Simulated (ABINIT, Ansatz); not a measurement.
Planning a run of ABINIT 10.8.3 on KNaMg2F6 (P4/mmm). The input:

```
acell 3*1.0 Angstrom
rprim 
  4.007581000000 0.000000000000 0.000000000000
  0.000000000000 4.007581000000 0.000000000000
  0.000000000000 0.000000000000 7.994870000000
ntypat 4
znucl 19 11 12 9
natom 10
typat 1 2 3 3 4 4 4 4 4 4
xred 
  0.500000000000 0.500000000000 0.500000000000
  0.500000000000 0.500000000000 0.000000000000
  0.000000000000 0.000000000000 0.246633000000
  0.000000000000 0.000000000000 0.753367000000
  0.500000000000 0.000000000000 0.243520000000
  0.500000000000 0.000000000000 0.756480000000
  0.000000000000 0.500000000000 0.756480000000
  0.000000000000 0.500000000000 0.243520000000
  0.000000000000 0.000000000000 0.000000000000
  0.000000000000 0.000000000000 0.500000000000
pp_dirpath "pseudos"
pseudos "K.upf, Na.upf, Mg.upf, F.upf"
ecut 38
ngkpt 2 2 1
nshiftk 1
shiftk 0 0 0
kptopt 1
chksymbreak 0
istwfk *1
occopt 1
irdwfk 1
optdriver 3
nband 125
ecuteps 4.2
inclvkb 2
awtr 1
symchi 1
indata_prefix "in"
outdata_prefix "out"
tmpdata_prefix "tmp"
```

```sh
OMP_NUM_THREADS=1 mpirun -n 4 abinit run.abi > log
```

Q: Estimate wall time and host memory on 4 MPI ranks of AMD EPYC 9R45, shared host.

It took 20 s; on shared hardware allow 9.9 s to 40 s. Peak host memory was 1.3 GiB.

[Paths, hosts, dates, memory and timing lines, banners, echoed tables and standing remarks are left out of the program output.]

[Logs are printed without paths, hosts, clocks, repeated set-up lines and the standing remarks that a program may print on its own settings, such as how far it seeks lower states.]

[Runs of the session that timed out or met a known fault of the program may be left out.]

[Hosts, paths, dates, database ids (printed as entryN), source tags and the programs' standing remarks are cut or masked in the printed files.]

[G0W0 gaps are taken among the corrected bands and points alone; a level outside them can change the order at an edge.]

[Where Ansatz stands beside ABINIT at settings called matched, ABINIT's density can come from a denser mesh and the files from another edition; pairs whose starting gaps differed by over 0.03 eV were left out, so agreement reads better than it is.]
